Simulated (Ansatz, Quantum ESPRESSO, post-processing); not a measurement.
# Conductance against width: vacuum gaps between two Li(110) faces, part 5 of 5

Aim: how the conductance falls as the barrier grows, for vacuum gaps between two Li(110) faces.

Quantum ESPRESSO 7.5; plane-wave DFT, LDA, GBRV ultrasoft pseudopotentials; cross-check by Ansatz 0.2.0 with PAW datasets.

So far. Step 12 (Transmission with pwcond.x, 8 Å): T goes from 0.0550 to 0.0141, a factor of 3.9. Step 13 (The same in Ansatz, 8 Å): Ansatz finds T = 0.00931 against pwcond's 0.0141.

**14. SCF with pw.x, 9 Å**

Level of this step: plane-wave DFT, LDA, GBRV ultrasoft pseudopotentials (Quantum ESPRESSO 7.5).

j4.scf.in

```
&control
  prefix = 'j4.scf'
  outdir = './out'
  pseudo_dir = './pseudo'
  calculation = 'scf'
  tprnfor = .true.
/
&system
  ibrav = 0
  nat = 12
  ntyp = 1
  ecutwfc = 40
  ecutrho = 200
  occupations = 'smearing'
  smearing = 'mv'
  degauss = 0.01
/
&electrons
  conv_thr = 1e-07
  mixing_beta = 0.25
  electron_maxstep = 120
  mixing_mode = 'local-TF'
/
ATOMIC_SPECIES
  Li  6.9400  li_lda_v1.4.uspp.F.UPF
CELL_PARAMETERS angstrom
  3.44000000000000 0.00000000000000 0.00000000000000
  1.72000000000000 2.43244732728172 0.00000000000000
  0.00000000000000 0.00000000000000 35.75692060009896
ATOMIC_POSITIONS crystal
  Li  0.000000000000 0.000000000000 0.000000000000
  Li  0.500000000000 0.000000000000 0.068027315732
  Li  0.000000000000 0.000000000000 0.136054631465
  Li  0.500000000000 0.000000000000 0.204081947197
  Li  0.000000000000 0.000000000000 0.272109262930
  Li  0.500000000000 0.000000000000 0.340136578662
  Li  0.000000000000 0.000000000000 0.591836105606
  Li  0.500000000000 0.000000000000 0.659863421338
  Li  0.000000000000 0.000000000000 0.727890737070
  Li  0.500000000000 0.000000000000 0.795918052803
  Li  0.000000000000 0.000000000000 0.863945368535
  Li  0.500000000000 0.000000000000 0.931972684268
K_POINTS automatic
  8 10 1 0 0 0
```

Started as:

```console
OMP_NUM_THREADS=1 mpirun -n 2 pw.x -nk 2 -in j4.scf.in > j4.scf.out
```

Output:

```text
[banner, memory and clock lines left out]
Program PWSCF v.7.5 starts
[...]
number of electrons       =        36.00
     number of Kohn-Sham states=           22
     kinetic-energy cutoff     =      40.0000  Ry
     charge density cutoff     =     200.0000  Ry
[...]
number of k points=    39  Marzari-Vanderbilt smearing, width (Ry)=  0.0100
[...]
Dense  grid:    96583 G-vectors     FFT dimensions: (  30,  25, 320)
[...]
Starting wfcs are   60 randomized atomic wfcs
     estimated scf accuracy    <       2.45329852 Ry
     estimated scf accuracy    <       1.65068403 Ry
     estimated scf accuracy    <       0.08759679 Ry
     estimated scf accuracy    <       0.60854385 Ry
     estimated scf accuracy    <       0.78201266 Ry
     estimated scf accuracy    <       0.38301981 Ry
     estimated scf accuracy    <       0.23336552 Ry
     estimated scf accuracy    <       0.19853997 Ry
     estimated scf accuracy    <       0.00990847 Ry
     estimated scf accuracy    <       0.02481659 Ry
     estimated scf accuracy    <       0.01019296 Ry
     estimated scf accuracy    <       0.00228863 Ry
     estimated scf accuracy    <       0.00068467 Ry
     estimated scf accuracy    <       0.00015144 Ry
     estimated scf accuracy    <       0.00067242 Ry
     estimated scf accuracy    <       0.00187810 Ry
     estimated scf accuracy    <       0.00053595 Ry
     estimated scf accuracy    <       0.00010231 Ry
     estimated scf accuracy    <       0.00006990 Ry
     estimated scf accuracy    <       0.00004140 Ry
     estimated scf accuracy    <       0.00003350 Ry
     estimated scf accuracy    <       0.00001369 Ry
     estimated scf accuracy    <       0.00000939 Ry
     estimated scf accuracy    <       0.00000348 Ry
     estimated scf accuracy    <       0.00000303 Ry
     estimated scf accuracy    <       0.00000544 Ry
     estimated scf accuracy    <       0.00000350 Ry
     estimated scf accuracy    <       0.00000312 Ry
     estimated scf accuracy    <       0.00000055 Ry
     estimated scf accuracy    <       0.00000305 Ry
[...]
the Fermi energy is     0.1980 ev
!    total energy              =    -171.49322769 Ry
     estimated scf accuracy    <       0.00000008 Ry
     smearing contrib. (-TS)   =      -0.00025932 Ry
     internal energy E=F+TS    =    -171.49296837 Ry
[...]
one-electron contribution =    -328.05491697 Ry
     hartree contribution      =     148.29133172 Ry
     xc contribution           =     -38.04109211 Ry
     ewald contribution        =      46.31170899 Ry
     convergence has been achieved in  31 iterations
[...]
Total force =     0.009234     Total SCF correction =     0.000428
[...]
```

It took 7.9 min on 2 MPI ranks of Arm Neoverse N1, shared host; peak memory 0.37 GiB.

This step gave:

- free energy: -2333.2842 eV
- Fermi energy: 0.198 eV

**15. The open system, 9 Å**

j4.cond.in

```
&inputcond
  outdir = './out'
  prefixt = 'j4.scf'
  tran_file = 'j4.cond.dat'
  bdl = 1.4142135610
  bds = 10.3944536628
  ikind = 1
  ewind = 4.0
  epsproj = 1e-05
  nz1 = 7
  energy0 = 0.4
  denergy = -0.4
/
21
  0.00000000 0.00000000 0.01562500
  0.00000000 0.12500000 0.03125000
  0.00000000 0.25000000 0.03125000
  0.00000000 0.37500000 0.03125000
  0.00000000 0.50000000 0.01562500
  0.12500000 0.00000000 0.06250000
  0.12500000 0.25000000 0.06250000
  0.12500000 0.37500000 0.06250000
  0.12500000 0.50000000 0.06250000
  0.25000000 0.00000000 0.06250000
  0.25000000 0.12500000 0.03125000
  0.25000000 0.37500000 0.06250000
  0.25000000 0.50000000 0.06250000
  0.25000000 0.62500000 0.03125000
  0.37500000 0.00000000 0.06250000
  0.37500000 0.12500000 0.06250000
  0.37500000 0.50000000 0.06250000
  0.37500000 0.62500000 0.06250000
  0.50000000 0.00000000 0.03125000
  0.50000000 0.12500000 0.06250000
  0.50000000 0.25000000 0.03125000
3
```

Started as:

```console
OMP_NUM_THREADS=1 mpirun -n 2 pwcond.x -in j4.cond.in > j4.cond.out
```

Output:

```text
[banner, memory and clock lines left out]
Program PWCOND v.7.5 starts

     ./out/j4.scf.save/

     IMPORTANT: XC functional enforced from input :
     Exchange-correlation= PZ
                           (   1   1   0   0   0   0   0)
     Any further DFT definition will be discarded
     Please, verify this is what you really want

     Reading collected, re-writing distributed wavefunctions

===== INPUT FILE containing all the regions =====

     GEOMETRY:

     lattice parameter (alat)  =       6.5007  a.u.
     the volume                =    2019.1036 (a.u.)^3
[...]
---  E-Ef =   -0.4000000  k =    0.5000000   0.2500000
---  ie =          3  ik =         21
 Nchannels of the left tip =            1
 Right moving states:
   k1(2pi/a)   k2(2pi/a)   E-Ef (eV)
   0.4194801   0.0000060  -0.4000000
 Left moving states:
   k1(2pi/a)   k2(2pi/a)   E-Ef (eV)
  -0.4194801   0.0000060  -0.4000000

 to transmit
 Band j to band i transmissions and reflections:
    j         i     |T_ij|^2    |R_ij|^2

    1 -->     1     0.00000     1.00000
   Total T_j, R_j =    0.00000  1.00000

E-Ef(ev), T(x2 spins) =   -0.4000000   0.0000084
   T_tot     0.40000      0.36269E-01
   T_tot     0.00000      0.58647E-02
   T_tot    -0.40000      0.10811E-02
```

It took 85 s on 2 MPI ranks; peak memory 0.12 GiB.

Numbers from this step:

```
transmission at the Fermi level, one spin : 0.002932
conductance                               : 0.002932 G₀
```

Per spin; mean over the k mesh across the current. Transmission, zone mean against energy, zero at the Fermi level:

| energy (eV) | transmission, zone mean |
| --- | --- |
| -0.400 | 5.4e-4 |
| 0.000 | 0.00293 |
| 0.400 | 0.0181 |

T goes from 0.0141 to 0.00293, a factor of 4.8.

**16. Cross-check with Ansatz, 9 Å**

Level of this step: plane-wave DFT, LDA, Ansatz PAW (Ansatz 0.2.0).

input.yaml

```yaml
crystal:
  lattice:
    - [3.44, 0.0, 0.0]
    - [1.72, 2.4324473273, 0.0]
    - [0.0, 0.0, 35.7569206001]
  atoms:
    - { symbol: Li, position: [0.0, 0.0, 0.0] }
    - { symbol: Li, position: [0.5, 0.0, 0.0680273157] }
    - { symbol: Li, position: [0.0, 0.0, 0.1360546315] }
    - { symbol: Li, position: [0.5, 0.0, 0.2040819472] }
    - { symbol: Li, position: [0.0, 0.0, 0.2721092629] }
    - { symbol: Li, position: [0.5, 0.0, 0.3401365787] }
    - { symbol: Li, position: [0.0, 0.0, 0.5918361056] }
    - { symbol: Li, position: [0.5, 0.0, 0.6598634213] }
    - { symbol: Li, position: [0.0, 0.0, 0.7278907371] }
    - { symbol: Li, position: [0.5, 0.0, 0.7959180528] }
    - { symbol: Li, position: [0.0, 0.0, 0.8639453685] }
    - { symbol: Li, position: [0.5, 0.0, 0.9319726843] }
kpoints:
  mp_grid: { grid: [8, 10, 1] }
hamiltonian:
  xc: lda
scf:
  occupations: { method: fermi_dirac, width: 0.1 }
  convergence: { dr2_threshold: 1.0e-08 }
output:
  transmission: { leads: [[0, 2]], e_range: [-0.4, 0.4], de: 0.4, kmesh: [8, 8] }
  write_potential: true
  write_density: true
  volumetric_format: npy
  elf: true
```

Started as:

```console
ansatz run input.yaml --threads 2 --pin off --max-ram 4096MiB --backend cpu --events-out ev --progress --plain --runs-dir out
```

Output:

```text
[...]
Crystal: 12 atoms, lattice volume = 299.200 Å³
Basis set: ecut = 420 eV, 5759 PW (Γ)
Bands: 30, of which v1, the nominal top of the filled ones, is band 18 counted from 1 (17 counted from 0)
Symmetry: 4 space group operations
k-points: 42 of 80
[...]
k-point 41: bands = [... 14 lower, 0.2138, 0.2138, 0.2681, 0.2681, 0.3361, 0.3361, 0.3976, 0.3976, ... 8 higher]
--- Transmission ---
  basis      : 69 plane waves across, 45 finite elements along
  points     : 34, standing for a mesh of 8 x 8
[...]
channels       : 9.218750e-1 a spin
[...]
slowest decay  : 0.2430 /Å at (0.0000, 0.5000)
  junction   : crystal 0 to crystal 0, -0.52 to 30.37 Å
    transmission   : 1.805364e-3 a spin
[...]
[key lines of the parts left out:]
SCF converged after 7 iterations
Free energy (F): -2419.180090 eV
Fermi energy:    0.204215 eV
```

Elapsed: 60 s, on 2 threads; peak memory 0.64 GiB.

This step gave:

* free energy: -2419.1801 eV
* energy at zero smearing: -2419.0832 eV
* smearing term TS: 0.1939 eV
* Fermi energy: 0.2042 eV
* transmission at the Fermi level, one spin: 0.001805

Per spin; mean over the k mesh across the current. Table of transmission, zone mean by energy, zero at the Fermi level:

| energy (eV) | transmission, zone mean |
| --- | --- |
| -0.400 | 3.5e-4 |
| 0.000 | 0.00181 |
| 0.400 | 0.00944 |

Ansatz finds T = 0.00181 against pwcond's 0.00293.

**17. The series side by side**

All levels:

| level | T by pwcond | T by Ansatz | lead channels | CPU time (s) |
| --- | --- | --- | --- | --- |
| 5 Å | 0.2594 | 0.2322 | 0.9219 | 716.4 |
| 6 Å | 0.1363 | 0.1105 | 0.9219 | 1008 |
| 7 Å | 0.05497 | 0.03837 | 0.9219 | 954.5 |
| 8 Å | 0.01412 | 0.009314 | 0.9219 | 1039 |
| 9 Å | 0.002932 | 0.001805 | 0.9219 | 1122 |

**18. Worked from the printed numbers**

For the narrowest barrier, the Landauer sum over the mesh, Σ w T = 0.0625 × 0.981 + 0.0625 × 0.604 + 0.0625 × 0.541 + … = 0.2594.

G = 0.259 × 77.48 µS = 20.1 µS a cell. Times the area of 8.368 Å², the resistance-area product is A/G = 4.16 fΩ m², the leads' contact resistance included.

Free electrons at 1 an atom (2 atoms in 40.7 Å³) have k_F = 1.133 1/Å and offer A k_F²/4π = 0.85 channels per spin; the lead has 0.92 on this mesh.

κ = ln(T₁/T₂)/(2Δd) = ln(0.01412/0.002932)/(2 × 1 Å) = 0.79 1/Å.

**19. Results**

| Quantity | Value |
| --- | --- |
| conductance a cell at 5 Å | 0.259 G₀ |
| conductance a cell at 6 Å | 0.136 G₀ |
| conductance a cell at 7 Å | 0.0550 G₀ |
| conductance a cell at 8 Å | 0.0141 G₀ |
| conductance a cell at 9 Å | 0.00293 G₀ |
| fall of ln T per Å over the last interval | 1.57 |

What this shows: The conductance goes from 0.259 G₀ at 5 Å to 0.00293 G₀ at 9 Å (LDA, GBRV ultrasoft). Interval by interval ln T falls by 0.64, 0.91, 1.36 and 1.57 per Å. The last interval gives κ = 0.79 1/Å in T ∝ exp(−2κd), an apparent barrier of (κ/0.512)² = 2.4 eV. Ansatz follows the series within a factor of 1.62. Points with over 2.5 times the mean carry up to 93 % of T, so the means lean on few points, and the mesh was not tested. The geometries are as built, not relaxed, and the leads are short. Semilocal functionals lack the image potential in a vacuum gap.

[Long decimals in the printed logs are rounded to 6 places.]

[Repeated lines of the later SCF iterations (solver, time, negative density, dipole) and banner, clock, host and MPI lines are left out of these logs without a mark at each place.]

[Logs are printed without paths, hosts, clocks, repeated set-up lines and the standing remarks that a program may print on its own settings, such as how far it seeks lower states.]

[Hosts, paths, dates, database ids (printed as entryN), source tags and the programs' standing remarks are cut or masked in the printed files.]

[Maps of the electrostatic potential energy from Ansatz leave out the sawtooth potential of an applied field or a dipole correction, so their vacuum need not be flat; planar profiles and work functions include it.]
